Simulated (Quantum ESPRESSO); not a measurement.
# LiCl (Fm-3m): a volume series of phonon spectra, part 5 of 9

Aim: how the vibrations of LiCl shift with volume, and the expansion that follows.

Experimental results on record:
- volume expansion coefficient 131.4 1e-6/K and heat capacity C_P per formula unit 48.1 J/mol/K near room temperature (given in “High-Throughput Prediction of Finite-Temperature Properties using the Quasi-Harmonic Approximation”, 2016, arXiv:1603.06924)
- volume expansion coefficient 131.1 1e-6/K near room temperature (given in “Descriptors for thermal expansion in solids”, 2017, arXiv:1701.03966)

Quantum ESPRESSO 7.5; DFT PBE, scalar-relativistic, plane waves, GBRV ultrasoft pseudopotentials.

So far. Step 4 (Self-consistent run): On a basis chosen for the relaxed cell the pressure is 0.001 GPa, small enough for phonons. Step 5 (Zone-centre response): The Born charges sum to zero within 0.0055 e; the rest is removed before use. Acoustic frequencies in this log differ from zero by the error of the sum rule, which ph.x does not impose.

The database entry behind the starting cell differs from later determinations by our own check (0.1 to 0.3 % short, probably kX units), so it need not match the best structure at ambient conditions.

### 6. Forces on a displaced cell

One atom (for the harmonic constants) or a pair of atoms (for the cubic ones) is moved by a few hundredths of an ångström; the forces on all atoms give a column of force constants. The threshold is tight because the forces are small.

System of this step: LiCl. The cell holds 54 atoms: 27 Li and 27 Cl. Cell: a = 10.922 Å, b = 10.922 Å, c = 10.922 Å, α = 60.0°, β = 60.0°, γ = 60.0°. It derives from LiCl, repeated 3×3×3.

Input file disp-00001.in:

```
&CONTROL
  calculation = 'scf'
  prefix      = 'x'
  outdir      = './tmp'
  pseudo_dir  = './pseudo'
  tprnfor     = .true.
  disk_io     = 'none'
/
&SYSTEM
  ibrav       = 0
  nat         = 54
  ntyp        = 2
  ecutwfc     = 45.0
  ecutrho     = 270.0
  occupations = 'fixed'
  nbnd        = 137
/
&ELECTRONS
  conv_thr         = 1.0d-11
  mixing_beta      = 0.7
  electron_maxstep = 100
/
ATOMIC_SPECIES
 Li      6.9400  Li.upf
 Cl     35.4500  Cl.upf
CELL_PARAMETERS angstrom
     0.000000000    7.722945873    7.722945873
     7.722945873    0.000000000    7.722945873
     7.722945873    7.722945873    0.000000000
ATOMIC_POSITIONS crystal
 Li     0.001831184   0.000000000   0.000000000
 Li     0.333333333   0.000000000   0.000000000
 Li     0.666666667   0.000000000   0.000000000
 Li     0.000000000   0.333333333   0.000000000
 Li     0.333333333   0.333333333   0.000000000
 Li     0.666666667   0.333333333   0.000000000
 Li     0.000000000   0.666666667   0.000000000
 Li     0.333333333   0.666666667   0.000000000
 Li     0.666666667   0.666666667   0.000000000
 Li     0.000000000   0.000000000   0.333333333
 Li     0.333333333   0.000000000   0.333333333
 Li     0.666666667   0.000000000   0.333333333
 Li     0.000000000   0.333333333   0.333333333
 Li     0.333333333   0.333333333   0.333333333
 Li     0.666666667   0.333333333   0.333333333
 Li     0.000000000   0.666666667   0.333333333
 Li     0.333333333   0.666666667   0.333333333
 Li     0.666666667   0.666666667   0.333333333
 Li     0.000000000   0.000000000   0.666666667
 Li     0.333333333   0.000000000   0.666666667
 Li     0.666666667   0.000000000   0.666666667
 Li     0.000000000   0.333333333   0.666666667
 Li     0.333333333   0.333333333   0.666666667
 Li     0.666666667   0.333333333   0.666666667
 Li     0.000000000   0.666666667   0.666666667
 Li     0.333333333   0.666666667   0.666666667
 Li     0.666666667   0.666666667   0.666666667
 Cl     0.166666667   0.166666667   0.166666667
 Cl     0.500000000   0.166666667   0.166666667
 Cl     0.833333333   0.166666667   0.166666667
 Cl     0.166666667   0.500000000   0.166666667
 Cl     0.500000000   0.500000000   0.166666667
 Cl     0.833333333   0.500000000   0.166666667
 Cl     0.166666667   0.833333333   0.166666667
 Cl     0.500000000   0.833333333   0.166666667
 Cl     0.833333333   0.833333333   0.166666667
 Cl     0.166666667   0.166666667   0.500000000
 Cl     0.500000000   0.166666667   0.500000000
 Cl     0.833333333   0.166666667   0.500000000
 Cl     0.166666667   0.500000000   0.500000000
 Cl     0.500000000   0.500000000   0.500000000
 Cl     0.833333333   0.500000000   0.500000000
 Cl     0.166666667   0.833333333   0.500000000
 Cl     0.500000000   0.833333333   0.500000000
 Cl     0.833333333   0.833333333   0.500000000
 Cl     0.166666667   0.166666667   0.833333333
 Cl     0.500000000   0.166666667   0.833333333
 Cl     0.833333333   0.166666667   0.833333333
 Cl     0.166666667   0.500000000   0.833333333
 Cl     0.500000000   0.500000000   0.833333333
 Cl     0.833333333   0.500000000   0.833333333
 Cl     0.166666667   0.833333333   0.833333333
 Cl     0.500000000   0.833333333   0.833333333
 Cl     0.833333333   0.833333333   0.833333333
K_POINTS automatic
 2 2 2 0 0 0
```

Run with:

```bash
$ OMP_NUM_THREADS=1 mpirun -n 2 pw.x -nk 2 -in disp-00001.in > disp-00001.out
```

What it wrote:

```text
[banner, memory and clock lines left out]
Program PWSCF v.7.5

     Message from routine setup:
     using ibrav=0 with symmetry is DISCOURAGED, use correct ibrav instead

     G-vector sticks info

     bravais-lattice index     =            0
     lattice parameter (alat)  =      20.6394  a.u.
     unit-cell volume          =    6216.9242 (a.u.)^3
     number of atoms/cell      =           54
     number of atomic types    =            2
     number of electrons       =       270.00
     number of Kohn-Sham states=          137
     kinetic-energy cutoff     =      45.0000  Ry
     charge density cutoff     =     270.0000  Ry
     scf convergence threshold =      1.0E-11
     mixing beta               =       0.7000
     number of iterations used =            8  plain     mixing
     Exchange-correlation=  SLA  PW   PBX  PBC
                           (   1   4   3   4   0   0   0)

     celldm(1)=  20.639390  celldm(2)=   0.000000  celldm(3)=   0.000000
     celldm(4)=   0.000000  celldm(5)=   0.000000  celldm(6)=   0.000000

     crystal axes: (cart. coord. in units of alat)
               a(1) = (   0.000000   0.707107   0.707107 )
               a(2) = (   0.707107   0.000000   0.707107 )
               a(3) = (   0.707107   0.707107   0.000000 )

     reciprocal axes: (cart. coord. in units 2 pi/alat)
               b(1) = ( -0.707107  0.707107  0.707107 )
               b(2) = (  0.707107 -0.707107  0.707107 )
               b(3) = (  0.707107  0.707107 -0.707107 )

     PseudoPot. # 1 for Li read from file:
     ./pseudo/Li.upf
     Pseudo is Ultrasoft, Zval =  3.0
     Using radial grid of  751 points,  5 beta functions with:
                l(1) =   0
                l(2) =   0
                l(3) =   0
                l(4) =   1
                l(5) =   1
     Q(r) pseudized with 10 coefficients,  rinner =    1.150   1.150   1.150

     PseudoPot. # 2 for Cl read from file:
     ./pseudo/Cl.upf
     Pseudo is Ultrasoft + core correction, Zval =  7.0
     Using radial grid of  909 points,  6 beta functions with:
                l(1) =   0
                l(2) =   0
                l(3) =   1
                l(4) =   1
                l(5) =   2
                l(6) =   2
     Q(r) pseudized with  8 coefficients,  rinner =    1.300   1.300   1.300
                                                       1.300   1.300

     atomic species   valence    mass     pseudopotential
     Li                3.00     6.94000     Li( 1.00)
     Cl                7.00    35.45000     Cl( 1.00)

      4 Sym. Ops. (no inversion) found

   Cartesian axes

     site n.     atom                  positions (alat units)
         1        Li     tau(   1) = (   0.0000000   0.0012948   0.0012948  )
         2        Li     tau(   2) = (   0.0000000   0.2357023   0.2357023  )
         3        Li     tau(   3) = (   0.0000000   0.4714045   0.4714045  )
         4        Li     tau(   4) = (   0.2357023   0.0000000   0.2357023  )
         5        Li     tau(   5) = (   0.2357023   0.2357023   0.4714045  )
         6        Li     tau(   6) = (   0.2357023   0.4714045   0.7071068  )
         7        Li     tau(   7) = (   0.4714045   0.0000000   0.4714045  )
         8        Li     tau(   8) = (   0.4714045   0.2357023   0.7071068  )
         9        Li     tau(   9) = (   0.4714045   0.4714045   0.9428090  )
        10        Li     tau(  10) = (   0.2357023   0.2357023   0.0000000  )
        11        Li     tau(  11) = (   0.2357023   0.4714045   0.2357023  )
        12        Li     tau(  12) = (   0.2357023   0.7071068   0.4714045  )
        13        Li     tau(  13) = (   0.4714045   0.2357023   0.2357023  )
        14        Li     tau(  14) = (   0.4714045   0.4714045   0.4714045  )
        15        Li     tau(  15) = (   0.4714045   0.7071068   0.7071068  )
        16        Li     tau(  16) = (   0.7071068   0.2357023   0.4714045  )
[...]
20        Li     tau(  20) = (   0.4714045   0.7071068   0.2357023  )
        21        Li     tau(  21) = (   0.4714045   0.9428090   0.4714045  )
        22        Li     tau(  22) = (   0.7071068   0.4714045   0.2357023  )
        23        Li     tau(  23) = (   0.7071068   0.7071068   0.4714045  )
        24        Li     tau(  24) = (   0.7071068   0.9428090   0.7071068  )
        25        Li     tau(  25) = (   0.9428090   0.4714045   0.4714045  )
        26        Li     tau(  26) = (   0.9428090   0.7071068   0.7071068  )
        27        Li     tau(  27) = (   0.9428090   0.9428090   0.9428090  )
        28        Cl     tau(  28) = (   0.2357023   0.2357023   0.2357023  )
        29        Cl     tau(  29) = (   0.2357023   0.4714045   0.4714045  )
        30        Cl     tau(  30) = (   0.2357023   0.7071068   0.7071068  )
        31        Cl     tau(  31) = (   0.4714045   0.2357023   0.4714045  )
        32        Cl     tau(  32) = (   0.4714045   0.4714045   0.7071068  )
        33        Cl     tau(  33) = (   0.4714045   0.7071068   0.9428090  )
        34        Cl     tau(  34) = (   0.7071068   0.2357023   0.7071068  )
        35        Cl     tau(  35) = (   0.7071068   0.4714045   0.9428090  )
        36        Cl     tau(  36) = (   0.7071068   0.7071068   1.1785113  )
        37        Cl     tau(  37) = (   0.4714045   0.4714045   0.2357023  )
        38        Cl     tau(  38) = (   0.4714045   0.7071068   0.4714045  )
        39        Cl     tau(  39) = (   0.4714045   0.9428090   0.7071068  )
        40        Cl     tau(  40) = (   0.7071068   0.4714045   0.4714045  )
        41        Cl     tau(  41) = (   0.7071068   0.7071068   0.7071068  )
        42        Cl     tau(  42) = (   0.7071068   0.9428090   0.9428090  )
        43        Cl     tau(  43) = (   0.9428090   0.4714045   0.7071068  )
[...]
47        Cl     tau(  47) = (   0.7071068   0.9428090   0.4714045  )
        48        Cl     tau(  48) = (   0.7071068   1.1785113   0.7071068  )
        49        Cl     tau(  49) = (   0.9428090   0.7071068   0.4714045  )
        50        Cl     tau(  50) = (   0.9428090   0.9428090   0.7071068  )
        51        Cl     tau(  51) = (   0.9428090   1.1785113   0.9428090  )
        52        Cl     tau(  52) = (   1.1785113   0.7071068   0.7071068  )
        53        Cl     tau(  53) = (   1.1785113   0.9428090   0.9428090  )
        54        Cl     tau(  54) = (   1.1785113   1.1785113   1.1785113  )

     number of k points=     5
                       cart. coord. in units 2pi/alat
        k(    1) = (   0.0000000   0.0000000   0.0000000), wk =   0.2500000
[...]
negative rho (up, down):  3.939E-01 0.000E+00

     total energy              =   -1296.83485627 Ry
     estimated scf accuracy    <       0.02412327 Ry

     iteration #  3     ecut=    45.00 Ry     beta= 0.70
     Davidson diagonalization with overlap
     ethr =  8.93E-06,  avg # of iterations =  5.6

     negative rho (up, down):  3.951E-01 0.000E+00

     total energy              =   -1296.84886145 Ry
     estimated scf accuracy    <       0.00099441 Ry

     iteration #  4     ecut=    45.00 Ry     beta= 0.70
     Davidson diagonalization with overlap
     ethr =  3.68E-07,  avg # of iterations =  7.2

     negative rho (up, down):  3.941E-01 0.000E+00

     total energy              =   -1296.85020306 Ry
     estimated scf accuracy    <       0.00063960 Ry

     iteration #  5     ecut=    45.00 Ry     beta= 0.70
     Davidson diagonalization with overlap
     ethr =  2.37E-07,  avg # of iterations =  2.0

     negative rho (up, down):  3.927E-01 0.000E+00

     total energy              =   -1296.85019143 Ry
     estimated scf accuracy    <       0.00010691 Ry

     iteration #  6     ecut=    45.00 Ry     beta= 0.70
     Davidson diagonalization with overlap
     ethr =  3.96E-08,  avg # of iterations =  4.6

     negative rho (up, down):  3.927E-01 0.000E+00

     total energy              =   -1296.85024018 Ry
     estimated scf accuracy    <       0.00002134 Ry

     iteration #  7     ecut=    45.00 Ry     beta= 0.70
     Davidson diagonalization with overlap
     ethr =  7.90E-09,  avg # of iterations =  5.0

     negative rho (up, down):  3.927E-01 0.000E+00

     total energy              =   -1296.85024522 Ry
     estimated scf accuracy    <       0.00000096 Ry

     iteration #  8     ecut=    45.00 Ry     beta= 0.70
     Davidson diagonalization with overlap
     ethr =  3.57E-10,  avg # of iterations =  6.8

     negative rho (up, down):  3.926E-01 0.000E+00

     total energy              =   -1296.85024628 Ry
     estimated scf accuracy    <       0.00000043 Ry

     iteration #  9     ecut=    45.00 Ry     beta= 0.70
     Davidson diagonalization with overlap
     ethr =  1.61E-10,  avg # of iterations =  2.0

     negative rho (up, down):  3.926E-01 0.000E+00

     total energy              =   -1296.85024633 Ry
     estimated scf accuracy    <       0.00000003 Ry

     iteration # 10     ecut=    45.00 Ry     beta= 0.70
     Davidson diagonalization with overlap
     ethr =  9.28E-12,  avg # of iterations =  5.6

     negative rho (up, down):  3.926E-01 0.000E+00

     total energy              =   -1296.85024635 Ry
     estimated scf accuracy    <          4.9E-10 Ry

     iteration # 11     ecut=    45.00 Ry     beta= 0.70
     Davidson diagonalization with overlap
     ethr =  1.83E-13,  avg # of iterations =  7.6

     negative rho (up, down):  3.926E-01 0.000E+00

     total energy              =   -1296.85024635 Ry
     estimated scf accuracy    <          2.2E-10 Ry

     iteration # 12     ecut=    45.00 Ry     beta= 0.70
     Davidson diagonalization with overlap
     ethr =  1.00E-13,  avg # of iterations =  2.0

     negative rho (up, down):  3.926E-01 0.000E+00

     End of self-consistent calculation

          k = 0.0000 0.0000 0.0000 ( 31775 PWs)   bands (ev):

   -41.9229 -41.9213 -41.9209 -41.9203 -41.9202 -41.9198 -41.9197 -41.9182
   -41.9179 -41.9176 -41.9176 -41.9172 -41.9170 -41.9170 -41.9170 -41.9170
   -41.9169 -41.9169 -41.9166 -41.9165 -41.9146 -41.9146 -41.9143 -41.9142
   -41.9135 -41.9131 -41.9117 -11.7828 -11.3854 -11.3811 -11.3806 -11.3801
   -11.3801 -11.3801 -11.3791 -11.3752 -11.2218 -11.2215 -11.2194 -11.2193
   -11.2172 -11.2171 -11.0685 -11.0652 -11.0614 -11.0611 -11.0608 -11.0603
   -11.0603 -11.0597 -11.0595 -11.0591 -11.0550 -11.0516  -0.6125  -0.6123
    -0.6119  -0.6106  -0.6102  -0.6102  -0.6088  -0.6081  -0.5916  -0.5915
    -0.5904  -0.5901  -0.5895  -0.5889  -0.5646  -0.5641  -0.5628  -0.5625
    -0.5624  -0.5623  -0.5622  -0.5619  -0.5619  -0.5610  -0.5591  -0.5590
    -0.4219  -0.4209  -0.4207  -0.4201  -0.4199  -0.4185  -0.4184  -0.4169
    -0.4167  -0.4161  -0.4160  -0.4147   0.7379   0.7383   0.7385   0.7394
     0.7397   0.7399   0.7399   0.7399   0.7405   0.7412   0.7415   0.7419
     0.9390   0.9402   0.9403   0.9405   0.9416   0.9423   0.9423   0.9430
     0.9442   0.9444   0.9445   0.9458   1.3771   1.3791   1.3794   1.3816
     1.3822   1.3824   1.3825   1.3825   1.3826   1.3827   1.3827   1.3829
[...]
8.6025

          k =-0.3536-0.3536 0.3536 ( 31686 PWs)   bands (ev):

[...]
8.5310

          k =-0.7071 0.0000 0.0000 ( 31716 PWs)   bands (ev):

[...]
9.0272

          k =-0.3536-0.3536-0.3536 ( 31686 PWs)   bands (ev):

[...]
8.5324

          k =-0.0000-0.7071 0.0000 ( 31716 PWs)   bands (ev):

[...]
-0.6197  -0.6188  -0.6179  -0.0453  -0.0439  -0.0439  -0.0424   0.0876
     0.0877   0.0887   0.0888   0.2425   0.2436   0.2444   0.2444   0.2447
     0.2448   0.2454   0.2466   0.4964   0.4965   0.5241   0.5252   0.5252
     0.5263   0.6979   0.7004   0.7012   0.7014   0.7015   0.7016   0.7026
     0.7049   0.7985   0.8003   0.8969   0.8980   0.8984   0.8990   0.9601
     0.9615   0.9634   0.9641   0.9642   0.9649   0.9670   0.9691   1.0872
     1.0880   1.0906   1.0908   1.0910   1.0911   1.0938   1.0947   1.2757
     1.2758   1.2771   1.2771   1.5216   1.5219   1.5234   1.5238   9.0271
     9.0272

     highest occupied, lowest unoccupied level (ev):     1.5756    7.8396

!    total energy              =   -1296.85024635 Ry
     estimated scf accuracy    <          1.0E-12 Ry

     The total energy is the sum of the following terms:
     one-electron contribution =    -291.33752278 Ry
     hartree contribution      =     208.66673951 Ry
     xc contribution           =    -349.21804531 Ry
     ewald contribution        =    -864.96141777 Ry

     convergence has been achieved in  12 iterations

     negative rho (up, down):  3.926E-01 0.000E+00

     Forces acting on atoms (cartesian axes, Ry/au):

     atom    1 type  1   force =     0.00000000   -0.00074046   -0.00074046
     atom    2 type  1   force =     0.00000000    0.00015660    0.00015660
     atom    3 type  1   force =    -0.00000000    0.00015428    0.00015428
     atom    4 type  1   force =     0.00015073   -0.00002828    0.00000474
     atom    5 type  1   force =     0.00000001    0.00003432    0.00003451
     atom    6 type  1   force =    -0.00014996    0.00000546   -0.00002778
     atom    7 type  1   force =     0.00014996   -0.00002778    0.00000546
     atom    8 type  1   force =    -0.00015073    0.00000474   -0.00002828
     atom    9 type  1   force =    -0.00000001    0.00003451    0.00003432
     atom   10 type  1   force =     0.00015073    0.00000474   -0.00002828
     atom   11 type  1   force =     0.00000001    0.00003451    0.00003432
     atom   12 type  1   force =    -0.00014996   -0.00002778    0.00000546
     atom   13 type  1   force =     0.00004768   -0.00001329   -0.00001329
     atom   14 type  1   force =    -0.00004765   -0.00001322   -0.00001322
     atom   15 type  1   force =    -0.00000067    0.00003090    0.00003090
     atom   16 type  1   force =     0.00000000   -0.00014534   -0.00014517
[...]
atom   47 type  2   force =     0.00000000   -0.00007183   -0.00007206
     atom   48 type  2   force =     0.00000000    0.00007879    0.00010489
     atom   49 type  2   force =    -0.00004390   -0.00000251   -0.00002846
     atom   50 type  2   force =     0.00004366   -0.00002800   -0.00000252
     atom   51 type  2   force =    -0.00000008    0.00002959    0.00002973
     atom   52 type  2   force =     0.00000156    0.00010517    0.00010517
     atom   53 type  2   force =     0.00006186   -0.00003189   -0.00003189
     atom   54 type  2   force =    -0.00006112   -0.00003182   -0.00003182

     Total force =     0.001328     Total SCF correction =     0.000002
     Message from routine punch:
     Nothing written, as per user request (disk_io='none')
```

The job ended after 24 min (2 MPI ranks of Arm Neoverse V1, shared host).

At this level the gap is 6.26 eV on the k-mesh of the self-consistent run, which can miss the band edges.

### 7. Forces on a displaced cell

One atom (for the harmonic constants) or a pair of atoms (for the cubic ones) is moved by a few hundredths of an ångström; the forces on all atoms give a column of force constants. The threshold is tight because the forces are small.

disp-00002.in, as its differences from disp-00001.in of step 6:

```diff
@@ -30,3 +30,3 @@
 ATOMIC_POSITIONS crystal
- Li     0.001831184   0.000000000   0.000000000
+ Li     0.000000000   0.000000000   0.000000000
  Li     0.333333333   0.000000000   0.000000000
@@ -57,3 +57,3 @@
  Li     0.666666667   0.666666667   0.666666667
- Cl     0.166666667   0.166666667   0.166666667
+ Cl     0.168497851   0.166666667   0.166666667
  Cl     0.500000000   0.166666667   0.166666667
```

Run with:

```bash
$ OMP_NUM_THREADS=1 mpirun -n 2 pw.x -nk 2 -in disp-00002.in > disp-00002.out
```

What it wrote:

```text
[banner, memory and clock lines left out]
Program PWSCF v.7.5

     Message from routine setup:
     using ibrav=0 with symmetry is DISCOURAGED, use correct ibrav instead

     G-vector sticks info

     bravais-lattice index     =            0
     lattice parameter (alat)  =      20.6394  a.u.
     unit-cell volume          =    6216.9242 (a.u.)^3
     number of atoms/cell      =           54
     number of atomic types    =            2
     number of electrons       =       270.00
[...]
atom    1 type  1   force =    -0.00006100   -0.00003194   -0.00003194
     atom    2 type  1   force =     0.00000035    0.00010522    0.00010522
     atom    3 type  1   force =     0.00006203   -0.00003164   -0.00003164
[...]
atom   53 type  2   force =     0.00000020   -0.00000524   -0.00000524
     atom   54 type  2   force =    -0.00001688    0.00000272    0.00000272

     Total force =     0.002445     Total SCF correction =     0.000001
     Message from routine punch:
     Nothing written, as per user request (disk_io='none')
[key lines of the parts left out:]
!    total energy              =   -1296.85022521 Ry
convergence has been achieved in  14 iterations
```

Run time: 26 min. Hardware: 2 MPI ranks.

(Continued in part 6 of 9.)

[Logs are printed without paths, hosts, clocks, repeated set-up lines and the standing remarks that a program may print on its own settings, such as how far it seeks lower states.]

[Hosts, paths, dates, database ids (printed as entryN), source tags and the programs' standing remarks are cut or masked in the printed files.]

[A step with changed settings may run another functional than the one named; its input shows which.]

[Of the runs on displaced cells, only some may be shown.]
